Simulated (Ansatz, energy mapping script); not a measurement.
# CrO2: energy mapping under PBE+U with a computed U, part 3 of 3

How strongly do the moments of CrO2 couple under PBE+U with a computed U? The plan is to run several orders and fit a Heisenberg model.

PBE with U on Cr d by linear response, ortho-atomic projectors; plane waves, U on orthogonalised atomic orbitals unless named otherwise, collinear spin, no spin–orbit coupling.

So far. Step 8 (Run 5 (compensated +−; cell B, 6 atoms)): The run ends antiferromagnetic, 357.59 meV a magnetic atom above the parallel order of its cell, a difference that unlike orbital or electronic states can set, not exchange alone (energies taken at zero occupation width, not the printed F). Step 9 (Parallel start in cell C (12 atoms)): The run ends ferromagnetic.

### 10. Compensated +−+− start in cell C (12 atoms)

Level of this step: PBE with U = 5.84 eV on Cr d, ortho-atomic projectors (Ansatz).

This order reverses 2 of the 2 neighbours at 2.92 Å, 4 of the 8 neighbours at 3.45 Å and 4 of the 4 neighbours at 4.42 Å, counted for an average magnetic atom.

input.yaml

```yaml
crystal:
  lattice:
    - [0.0, -4.421, -2.917]
    - [0.0, 4.421, -2.917]
    - [4.421, 0.0, 2.917]
  atoms:
    - { symbol: Cr, position: [0.5, 0.5, 0.0], spin: 3.0 }
    - { symbol: Cr, position: [0.0, 0.0, 0.0], spin: -3.0 }
    - { symbol: Cr, position: [0.25, 0.75, 0.5], spin: 3.0 }
    - { symbol: Cr, position: [0.75, 0.25, 0.5], spin: -3.0 }
    - { symbol: O, position: [0.5, 0.801, 0.301] }
    - { symbol: O, position: [0.0, 0.301, 0.301] }
    - { symbol: O, position: [0.949, 0.75, 0.199] }
    - { symbol: O, position: [0.449, 0.25, 0.199] }
    - { symbol: O, position: [0.5, 0.199, 0.699] }
    - { symbol: O, position: [0.0, 0.699, 0.699] }
    - { symbol: O, position: [0.551, 0.75, 0.801] }
    - { symbol: O, position: [0.051, 0.25, 0.801] }
magnetization:
  spin_polarized: true
kpoints:
  mp_grid: { grid: [9, 9, 9] }
hamiltonian:
  xc: pbe
  hubbard:
    sites:
      - { species: Cr, l: d, u_eff: 5.84 }
      - { site: 0, l: d, u_eff: 5.84, starting_ns: [{ spin: up, occupation_matrix: cr1_major }, { spin: down, occupation_matrix: cr1_minor }] }
      - { site: 1, l: d, u_eff: 5.84, starting_ns: [{ spin: up, occupation_matrix: cr1_minor }, { spin: down, occupation_matrix: cr1_major }] }
      - { site: 2, l: d, u_eff: 5.84, starting_ns: [{ spin: up, occupation_matrix: cr2_major }, { spin: down, occupation_matrix: cr2_minor }] }
      - { site: 3, l: d, u_eff: 5.84, starting_ns: [{ spin: up, occupation_matrix: cr2_minor }, { spin: down, occupation_matrix: cr2_major }] }
    projectors: ortho-atomic
    occupation_matrices:
      cr1_major:
        matrix:
          - [0.811, 0.0, 0.0, 0.0, 0.264]
          - [0.0, 0.646, 0.266, 0.0, 0.0]
          - [0.0, 0.266, 0.646, 0.0, 0.0]
          - [0.0, 0.0, 0.0, 0.791, 0.0]
          - [0.264, 0.0, 0.0, 0.0, 0.58]
      cr1_minor:
        matrix:
          - [0.128, 0.0, 0.0, 0.0, -0.09]
          - [0.0, 0.174, -0.084, 0.0, 0.0]
          - [0.0, -0.084, 0.174, 0.0, 0.0]
          - [0.0, 0.0, 0.0, 0.092, 0.0]
          - [-0.09, 0.0, 0.0, 0.0, 0.204]
      cr2_major:
        matrix:
          - [0.811, 0.0, 0.0, 0.0, -0.264]
          - [0.0, 0.646, -0.266, 0.0, 0.0]
          - [0.0, -0.266, 0.646, 0.0, 0.0]
          - [0.0, 0.0, 0.0, 0.791, 0.0]
          - [-0.264, 0.0, 0.0, 0.0, 0.58]
      cr2_minor:
        matrix:
          - [0.128, 0.0, 0.0, 0.0, 0.09]
          - [0.0, 0.174, 0.084, 0.0, 0.0]
          - [0.0, 0.084, 0.174, 0.0, 0.0]
          - [0.0, 0.0, 0.0, 0.092, 0.0]
          - [0.09, 0.0, 0.0, 0.0, 0.204]
scf:
  occupations: { method: fermi_dirac, width: 0.05 }
output:
  eigenvalues: true
```

Started as:

```console
$ ansatz run input.yaml --threads 4 --pin off --max-ram 14336MiB --backend cpu --events-out ev --progress --plain --runs-dir out
```

Numbers of over 12 decimals in the logs are rounded to 6 here.

The program printed:

```text
[...]
Crystal: 12 atoms, lattice volume = 114.027 Å³
Basis set: ecut = 420 eV, 2209 PW (Γ)
Bands: 70, of which v1, the nominal top of the filled ones, is band 52 counted from 1 (51 counted from 0)
Symmetry: 8 space group operations
[...]
k-points: 75 of 729 (time reversal used)
[...]
Starting moments: Σ|m| = 12 μB on 4 of 12 sites
[...]
k-point 1 ↑: bands = [... 48 lower, 9.3223, 9.3856, 9.7043, 9.8926, 10.1394, 10.6177, 13.0536, 13.8784, ... 14 higher]
  k-point 2 ↑: bands = [... 48 lower, 9.1388, 9.2905, 9.5252, 9.9477, 10.1021, 10.6036, 13.2460, 13.6590, ... 14 higher]
  k-point 74 ↓: bands = [... 48 lower, 8.6478, 8.7545, 9.4678, 9.5255, 10.7067, 10.7231, 13.3579, 13.3790, ... 14 higher]
Occupation matrices written to <dir>
[key lines of the parts left out:]
SCF converged after 15 iterations
Magnetization: 0.0000 μB (52.0000 up, 52.0000 down)
Free energy (F): -18034.236414 eV
Fermi energy:    10.011392 eV
```

It took 30 s on 4 threads of Arm Neoverse V1, shared host; peak memory 1.1 GiB.

The run ends antiferromagnetic, 265.94 meV a magnetic atom above the parallel order of its cell, a difference that unlike orbital or electronic states can set, not exchange alone (energies taken at zero occupation width, not the printed F).

### 11. Run 8 (uncompensated +++−; cell C, 12 atoms)

This order reverses 1 of the 2 neighbours at 2.92 Å, 4 of the 8 neighbours at 3.45 Å and 2 of the 4 neighbours at 4.42 Å, counted for an average magnetic atom.

Edit input.yaml of step 10 so:

```diff
@@ -7,3 +7,3 @@
     - { symbol: Cr, position: [0.5, 0.5, 0.0], spin: 3.0 }
-    - { symbol: Cr, position: [0.0, 0.0, 0.0], spin: -3.0 }
+    - { symbol: Cr, position: [0.0, 0.0, 0.0], spin: 3.0 }
     - { symbol: Cr, position: [0.25, 0.75, 0.5], spin: 3.0 }
@@ -28,3 +28,3 @@
       - { site: 0, l: d, u_eff: 5.84, starting_ns: [{ spin: up, occupation_matrix: cr1_major }, { spin: down, occupation_matrix: cr1_minor }] }
-      - { site: 1, l: d, u_eff: 5.84, starting_ns: [{ spin: up, occupation_matrix: cr1_minor }, { spin: down, occupation_matrix: cr1_major }] }
+      - { site: 1, l: d, u_eff: 5.84, starting_ns: [{ spin: up, occupation_matrix: cr1_major }, { spin: down, occupation_matrix: cr1_minor }] }
       - { site: 2, l: d, u_eff: 5.84, starting_ns: [{ spin: up, occupation_matrix: cr2_major }, { spin: down, occupation_matrix: cr2_minor }] }
```

The program printed:

```text
[...]
Crystal: 12 atoms, lattice volume = 114.027 Å³
Basis set: ecut = 420 eV, 2209 PW (Γ)
Bands: 70, of which v1, the nominal top of the filled ones, is band 52 counted from 1 (51 counted from 0)
Symmetry: 8 space group operations
[...]
k-points: 125 of 729
[...]
Starting moments: Σ|m| = 12 μB on 4 of 12 sites
[...]
k-point 1 ↑: bands = [... 48 lower, 9.0156, 9.4124, 9.7593, 9.7632, 9.8200, 10.0471, 10.2622, 10.4654, ... 14 higher]
  k-point 2 ↑: bands = [... 48 lower, 8.8554, 9.4057, 9.5211, 9.5893, 9.6242, 9.9928, 10.3384, 10.3621, ... 14 higher]
  k-point 124 ↓: bands = [... 48 lower, 8.6061, 9.1432, 11.7431, 12.8276, 13.5510, 14.3751, 14.7919, 14.9573, ... 14 higher]
Occupation matrices written to <dir>
[key lines of the parts left out:]
SCF converged after 32 iterations
Magnetization: 4.0000 μB (54.0000 up, 50.0000 down)
Free energy (F): -18034.491446 eV
Fermi energy:    10.173551 eV
```

Wall time 1.9 min (4 threads); peak memory 1.7 GiB; 7.1 min of CPU time.

The run ends ferrimagnetic, 204.10 meV a magnetic atom above the parallel order of its cell, a difference that unlike orbital or electronic states can set, not exchange alone (energies taken at zero occupation width, not the printed F).

### 12. The fit

Each energy difference is a sum of couplings weighted by the pairs that the order reverses. A few near shells are fitted to the differences by least squares. Energies are those extrapolated to zero occupation width, not the free energies F.

Energies from the parallel order of the same cell:

| order | atoms | energy (meV a magnetic atom) | moments (μB) | moments kept as typed | opposed neighbours at 2.92, 3.45, 4.42 Å |
| --- | --- | --- | --- | --- | --- |
| parallel in cell A | 12 | 0.00 | 2.16 | yes | 0, 0, 0 |
| compensated +−+− in cell A | 12 | 272.40 | 2.04 | yes | 2, 4, 0 |
| uncompensated +++− in cell A | 12 | 199.68 | 1.58 to 2.13 | yes | 1, 4, 0 |
| parallel in cell B | 6 | 0.00 | 2.16 | yes | 0, 0, 0 |
| compensated +− in cell B | 6 | 357.59 | 2.10 | yes | 0, 8, 0 |
| parallel in cell C | 12 | 0.00 | 2.16 | yes | 0, 0, 0 |
| compensated +−+− in cell C | 12 | 265.94 | 2.03 | yes | 2, 4, 4 |
| uncompensated +++− in cell C | 12 | 204.10 | 1.59 to 2.13 | yes | 1, 4, 2 |

The Heisenberg fit (each pair counts twice, positive J is ferromagnetic):

| pair | distance (Å) | neighbours | J (meV) |
| --- | --- | --- | --- |
| Cr–Cr | 2.92 | 2 | 22.0 |
| Cr–Cr | 3.45 | 8 | 21.8 |
| Cr–Cr | 4.42 | 4 | -0.425 |

### 13. What came out

| Item | Value |
| --- | --- |
| couplings | not to be trusted |

What this shows: Between the runs the occupations of the corrected shell change by more than 0.2 electrons in one orbital, or the parallel runs differ in their moments. Whether a run was caught in another orbital state or the shell answers to the reversal itself, the energy differences hold more than the exchange of fixed moments, so a Heisenberg reading is in doubt.

[Logs and program files are shortened in this print: banners, set-up blocks, solver, clock and traceback lines can be left out without a mark of their own.]

[Logs are printed without paths, hosts, clocks, repeated set-up lines and the standing remarks that a program may print on its own settings, such as how far it seeks lower states.]

[Hosts, paths, dates, database ids (printed as entryN), source tags and the programs' standing remarks are cut or masked in the printed files.]

[Where a cell is said to come from a database of computed structures, the database is the Materials Project.]
